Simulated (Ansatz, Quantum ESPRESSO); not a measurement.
# LiH (Fm-3m): Raman and infrared activity

Wanted: vibrational spectra of LiH (Fm-3m) from linear and non-linear response.

Program: Quantum ESPRESSO 8.0 development, patched. Level of theory: DFT LDA, scalar-relativistic, plane waves, PseudoDojo norm-conserving pseudopotentials. Results are calculated unless marked as measured.

The database entry behind the starting cell differs from later determinations by our own check (the deuteride, about 0.2 % short), so it need not match the best structure at ambient conditions.

### Step 1. Starting point

Symmetry: Fm-3m, No. 225, cubic system. Conventional cell: a = 4.074 Å, b = 4.074 Å, c = 4.074 Å, α = 90.00°, β = 90.00°, γ = 90.00°. Nearest to Li lie 6 H at 2.04 Å. Nearest to H lie 6 Li at 2.04 Å. Farther neighbours are not listed.

### Step 2. A probe with smearing

Before anything dear is run, a loose run with smearing shows whether this is a metal and how far the cell is from rest.

Input file probe.in:

```
&control
   calculation = 'scf'
   prefix = 'x'
   outdir = './tmp'
   pseudo_dir = './pseudo'
   tprnfor = .true.
   tstress = .true.
   verbosity = 'high'
/
&system
   ibrav = 2
   celldm(1) = 7.69779937
   nat = 2
   ntyp = 2
   ecutwfc = 74.0
   occupations = 'smearing'
   smearing = 'gaussian'
   degauss = 0.01
/
&electrons
   conv_thr = 1.0d-07
   mixing_beta = 0.7
   electron_maxstep = 100
/
ATOMIC_SPECIES
 Li      6.9400  Li.upf
 H       1.0080  H.upf
ATOMIC_POSITIONS crystal
 Li     0.000000000   0.000000000   0.000000000
 H      0.500000000   0.500000000   0.500000000
K_POINTS automatic
 8 8 8 0 0 0
```

The run is started by

```bash
> OMP_NUM_THREADS=1 mpirun -n 4 pw.x -nk 4 -in probe.in > probe.out
```

The program printed:

```text
[banners, grids, parts of the stress and lines that vanish by symmetry left out]
Program PWSCF v.8.0dev
     bravais-lattice index     =            2
     lattice parameter (alat)  =       7.6978  a.u.
[...]
kinetic-energy cutoff     =      74.0000  Ry
     charge density cutoff     =     296.0000  Ry
     scf convergence threshold =      1.0E-07
[...]
Exchange-correlation= SLA-PW-NOGX-NOGC
                           (   1   4   0   0   0   0   0)
[...]
48 Sym. Ops., with inversion, found
[...]
(     0          1          0      )
                  (     0          0          1      )
[...]
(  0.0000000  1.0000000  0.0000000 )
                  (  0.0000000  0.0000000  1.0000000 )
[...]
(     1          0         -1      )
                  (     0          0         -1      )
[...]
(  0.0000000 -1.0000000  0.0000000 )
[...]
(     0          1         -1      )
                  (     0          1          0      )
[...]
( -1.0000000  0.0000000  0.0000000 )
                  (  0.0000000  1.0000000  0.0000000 )
[...]
number of k points=    29  Gaussian smearing, width (Ry)=  0.0100
[...]
End of self-consistent calculation
[...]
the Fermi energy is     1.4758 ev
!    total energy              =     -15.44805757 Ry
[...]
convergence has been achieved in   4 iterations
[...]
atom    1 type  1   force =    -0.00000000   -0.00000000   -0.00000000
     atom    2 type  2   force =     0.00000000    0.00000000    0.00000000
[...]
Total force =     0.000000     Total SCF correction =     0.000000
[...]
total   stress  (Ry/bohr**3)                   (kbar)     P=      -41.00
[...]
XML data file, charge density, pseudopotentials, collected wavefunctions

   JOB DONE.
```

Run time: 1.2 s. Hardware: 4 MPI ranks of Arm Neoverse V1, shared host.

Read from the output:

```yaml
volume_per_atom: 8.449 Å³
pressure: -4.1 GPa
gap_on_the_k_mesh: 2.660 eV
```

A gap of 2.7 eV opens on this mesh, so the crystal is taken as an insulator; the start stands at -4.1 GPa.

### Step 3. Relaxation

Frequencies change by per cents with a per cent of volume, so the structure is first brought to rest at this level of theory.

Input file relax.in:

```
&control
   calculation = 'vc-relax'
   prefix = 'x'
   outdir = './tmp'
   pseudo_dir = './pseudo'
   tprnfor = .true.
   tstress = .true.
   forc_conv_thr = 2.0d-05
   etot_conv_thr = 1.0d-07
   nstep = 40
/
&system
   ibrav = 2
   celldm(1) = 7.69779937
   nat = 2
   ntyp = 2
   ecutwfc = 74.0
   occupations = 'fixed'
   nbnd = 4
/
&electrons
   conv_thr = 1.0d-11
   mixing_beta = 0.7
   electron_maxstep = 100
/
&ions
/
&cell
   press_conv_thr = 0.2
/
ATOMIC_SPECIES
 Li      6.9400  Li.upf
 H       1.0080  H.upf
ATOMIC_POSITIONS crystal
 Li     0.000000000   0.000000000   0.000000000
 H      0.500000000   0.500000000   0.500000000
K_POINTS automatic
 10 10 10 0 0 0
```

The run is started by

```bash
> OMP_NUM_THREADS=1 mpirun -n 4 pw.x -nk 4 -in relax.in > relax.out
```

The program printed:

```text
[banners, grids, parts of the stress and lines that vanish by symmetry left out]
[banner, memory and clock lines left out]
Program PWSCF v.8.0dev

[...]
kinetic-energy cutoff     =      74.0000  Ry
     charge density cutoff     =     296.0000  Ry
     scf convergence threshold =      1.0E-11
[...]
energy convergence thresh.=      1.0E-07
     force convergence thresh. =      2.0E-05
     press convergence thresh. =      2.0E-01
     Exchange-correlation= SLA-PW-NOGX-NOGC
                           (   1   4   0   0   0   0   0)
[...]
48 Sym. Ops., with inversion, found
[...]
number of k points=    47
[...]
End of self-consistent calculation
[...]
highest occupied, lowest unoccupied level (ev):     0.3798    3.0396
!    total energy              =     -15.44806684 Ry
[...]
convergence has been achieved in   7 iterations
[...]
atom    1 type  1   force =     0.00000000    0.00000000    0.00000000
     atom    2 type  2   force =     0.00000000    0.00000000    0.00000000
     Total force =     0.000000     Total SCF correction =     0.000000
[...]
total   stress  (Ry/bohr**3)                   (kbar)     P=      -41.11
[...]
number of bfgs steps    =   0
[...]
CELL_PARAMETERS (alat=  7.69779937)
[...]
ATOMIC_POSITIONS (crystal)
Li               0.0000000000        0.0000000000        0.0000000000
H                0.5000000000        0.5000000000        0.5000000000
[...]
New effective cutoffs (rho, wfc):  299.31   75.04
[...]
End of self-consistent calculation
[...]
highest occupied, lowest unoccupied level (ev):     0.4865    3.1285
!    total energy              =     -15.44868381 Ry
[...]
convergence has been achieved in   4 iterations
[...]
atom    1 type  1   force =     0.00000000    0.00000000    0.00000000
     atom    2 type  2   force =     0.00000000    0.00000000    0.00000000
     Total force =     0.000000     Total SCF correction =     0.000000
[...]
total   stress  (Ry/bohr**3)                   (kbar)     P=      -35.27
[...]
number of bfgs steps    =   1
[...]
WARNING: bfgs curvature condition failed, Theta= 0.946
[...]
CELL_PARAMETERS (alat=  7.69779937)
[...]
ATOMIC_POSITIONS (crystal)
Li               0.0000000000        0.0000000000        0.0000000000
H                0.5000000000        0.5000000000        0.5000000000
[...]
New effective cutoffs (rho, wfc):  305.73   76.65
[...]
End of self-consistent calculation
[...]
highest occupied, lowest unoccupied level (ev):     0.6525    3.2662
!    total energy              =     -15.44941015 Ry
[...]
convergence has been achieved in   5 iterations
[...]
atom    1 type  1   force =    -0.00000000    0.00000000    0.00000000
     atom    2 type  2   force =     0.00000000    0.00000000    0.00000000
     Total force =     0.000000     Total SCF correction =     0.000000
[...]
total   stress  (Ry/bohr**3)                   (kbar)     P=      -25.59
[...]
number of bfgs steps    =   2
[...]
CELL_PARAMETERS (alat=  7.69779937)
[...]
ATOMIC_POSITIONS (crystal)
[...]
New effective cutoffs (rho, wfc):  315.75   79.17
[...]
End of self-consistent calculation
[...]
Total force =     0.000000     Total SCF correction =     0.000000
[...]
total   stress  (Ry/bohr**3)                   (kbar)     P=       -8.72
[...]
number of bfgs steps    =   3
[...]
CELL_PARAMETERS (alat=  7.69779937)
[...]
ATOMIC_POSITIONS (crystal)
[...]
New effective cutoffs (rho, wfc):  320.87   80.45
[...]
End of self-consistent calculation
[...]
highest occupied, lowest unoccupied level (ev):     1.0517    3.5938
!    total energy              =     -15.45008388 Ry
[...]
convergence has been achieved in   5 iterations
[...]
atom    1 type  1   force =     0.00000000    0.00000000    0.00000000
     atom    2 type  2   force =    -0.00000000   -0.00000000    0.00000000
     Total force =     0.000000     Total SCF correction =     0.000000
[...]
total   stress  (Ry/bohr**3)                   (kbar)     P=        0.77
[...]
number of bfgs steps    =   4
[...]
CELL_PARAMETERS (alat=  7.69779937)
[...]
ATOMIC_POSITIONS (crystal)
[...]
New effective cutoffs (rho, wfc):  320.45   80.34
[...]
End of self-consistent calculation
[...]
highest occupied, lowest unoccupied level (ev):     1.0407    3.5849
!    total energy              =     -15.45008437 Ry
[...]
convergence has been achieved in   4 iterations
[...]
atom    1 type  1   force =    -0.00000000   -0.00000000    0.00000000
     atom    2 type  2   force =     0.00000000    0.00000000    0.00000000
     Total force =     0.000000     Total SCF correction =     0.000000
[...]
total   stress  (Ry/bohr**3)                   (kbar)     P=       -0.02
[...]
number of bfgs steps    =   5
[...]
small trust_radius: resetting bfgs history
[...]
CELL_PARAMETERS (alat=  7.69779937)
[...]
ATOMIC_POSITIONS (crystal)
[...]
New effective cutoffs (rho, wfc):  320.46   80.35
[...]
End of self-consistent calculation
[...]
highest occupied, lowest unoccupied level (ev):     1.0407    3.5849
!    total energy              =     -15.45008437 Ry
[...]
convergence has been achieved in   1 iterations
[...]
atom    1 type  1   force =     0.00000000    0.00000000   -0.00000000
     atom    2 type  2   force =    -0.00000000   -0.00000000    0.00000000
     Total force =     0.000000     Total SCF correction =     0.000000
[...]
total   stress  (Ry/bohr**3)                   (kbar)     P=       -0.02
[...]
bfgs converged in   7 scf cycles and   6 bfgs steps
[...]
End of BFGS Geometry Optimization
     Final enthalpy           =     -15.4500843746 Ry
     File ./tmp/x.bfgs deleted, as requested
[...]
CELL_PARAMETERS (alat=  7.69779937)
[...]
ATOMIC_POSITIONS (crystal)
Li               0.0000000000       -0.0000000000        0.0000000000
H                0.5000000000        0.5000000000        0.5000000000
[...]
Final scf calculation at the relaxed structure.
[...]
kinetic-energy cutoff     =      74.0000  Ry
     charge density cutoff     =     296.0000  Ry
     scf convergence threshold =      1.0E-13
[...]
press convergence thresh. =      2.0E-01
     Exchange-correlation= SLA-PW-NOGX-NOGC
                           (   1   4   0   0   0   0   0)
[...]
48 Sym. Ops., with inversion, found
[...]
number of k points=    47
[...]
End of self-consistent calculation
[...]
highest occupied, lowest unoccupied level (ev):     1.0407    3.5849
!    total energy              =     -15.45007001 Ry
[...]
convergence has been achieved in   8 iterations
[...]
atom    1 type  1   force =     0.00000000    0.00000000   -0.00000000
     atom    2 type  2   force =     0.00000000    0.00000000   -0.00000000
     Total force =     0.000000     Total SCF correction =     0.000000
[...]
total   stress  (Ry/bohr**3)                   (kbar)     P=       -0.41
[...]
XML data file, charge density, pseudopotentials, collected wavefunctions
```

Run time: 5.2 s. Hardware: 4 MPI ranks.

Step by step:

| step | energy less that of the first step (eV) | largest force (eV/Å) | pressure (GPa) | volume (Å³) |
| --- | --- | --- | --- | --- |
| 1 | 0.0000 | 0.0000 | -4.11 | 16.90 |
| 2 | -0.0084 | 0.0000 | -3.53 | 16.55 |
| 3 | -0.0183 | 0.0000 | -2.56 | 16.03 |
| 4 | -0.0265 | 0.0000 | -0.87 | 15.27 |
| 5 | -0.0274 | 0.0000 | 0.08 | 14.91 |
| 6 | -0.0274 | 0.0000 | 0.00 | 14.94 |
| 7 | -0.0274 | 0.0000 | 0.00 | 14.94 |
| 8 | -0.0273 | 0.0000 | -0.04 | 14.94 |

| conventional cell, symmetrised | before | after | change |
| --- | --- | --- | --- |
| a (Å) | 4.074 | 3.909 | -4.0 % |
| b (Å) | 4.074 | 3.909 | -4.0 % |
| c (Å) | 4.074 | 3.909 | -4.0 % |
| volume (Å³/atom) | 8.45 | 7.47 | -11.6 % |

The relaxed structure:

```xyz
2
Lattice="-1.9546 0.0000 1.9546 0.0000 1.9546 1.9546 -1.9546 1.9546 0.0000" Properties=species:S:1:pos:R:3 pbc="T T T"
Li    0.0000    0.0000    0.0000
H    -1.9546    1.9546    1.9546
```

The last row of the table of steps is pw.x's closing run on a basis chosen anew for the final cell, so its energy can jump.

Numbers from this step:

* volume per atom: 7.468 Å³
* pressure: -0.04100 GPa
* gap on the k-mesh: 2.544 eV

The volume changes by -11.6 % from the cell with which this run began.

### Step 4. Ground state

The response is built on this ground state, so it is converged far tighter than an energy would need. With a gap, occupations are fixed, which also allows the response to an electric field.

Input file scf.in:

```
&control
   calculation = 'scf'
   prefix = 'x'
   outdir = './tmp'
   pseudo_dir = './pseudo'
   tprnfor = .true.
   tstress = .true.
/
&system
   ibrav = 2
   celldm(1) = 7.38749828
   nat = 2
   ntyp = 2
   ecutwfc = 74.0
   occupations = 'fixed'
   nbnd = 4
/
&electrons
   conv_thr = 1.0d-12
   mixing_beta = 0.7
   electron_maxstep = 100
/
ATOMIC_SPECIES
 Li      6.9400  Li.upf
 H       1.0080  H.upf
ATOMIC_POSITIONS crystal
 Li     0.000000000   0.000000000   0.000000000
 H      0.500000000   0.500000000   0.500000000
K_POINTS automatic
 12 12 12 0 0 0
```

The run is started by

```bash
> OMP_NUM_THREADS=1 mpirun -n 4 pw.x -nk 4 -in scf.in > scf.out
```

The program printed:

```text
[banners, grids, parts of the stress and lines that vanish by symmetry left out]
[banner, memory and clock lines left out]
Program PWSCF v.8.0dev

[...]
kinetic-energy cutoff     =      74.0000  Ry
     charge density cutoff     =     296.0000  Ry
     scf convergence threshold =      1.0E-12
[...]
Exchange-correlation= SLA-PW-NOGX-NOGC
                           (   1   4   0   0   0   0   0)
[...]
48 Sym. Ops., with inversion, found
[...]
number of k points=    72
[...]
End of self-consistent calculation
[...]
highest occupied, lowest unoccupied level (ev):     1.0406    3.5849
!    total energy              =     -15.45007258 Ry
[...]
convergence has been achieved in   8 iterations
[...]
atom    1 type  1   force =     0.00000000    0.00000000   -0.00000000
     atom    2 type  2   force =    -0.00000000   -0.00000000    0.00000000
     Total force =     0.000000     Total SCF correction =     0.000000
[...]
total   stress  (Ry/bohr**3)                   (kbar)     P=       -0.43
[...]
XML data file, charge density, pseudopotentials, collected wavefunctions
```

It took 1.9 s on 4 MPI ranks.

This step gave:

* pressure: -0.04300 GPa

The cell stands at -0.043 GPa, close enough for phonons.

[end of part 1 of 3]

[Host names and launcher messages were left out of these logs when they were recorded.]

[Logs are printed without paths, hosts, clocks, repeated set-up lines and the standing remarks that a program may print on its own settings, such as how far it seeks lower states.]

[Hosts, paths, dates, database ids (printed as entryN), source tags and the programs' standing remarks are cut or masked in the printed files.]
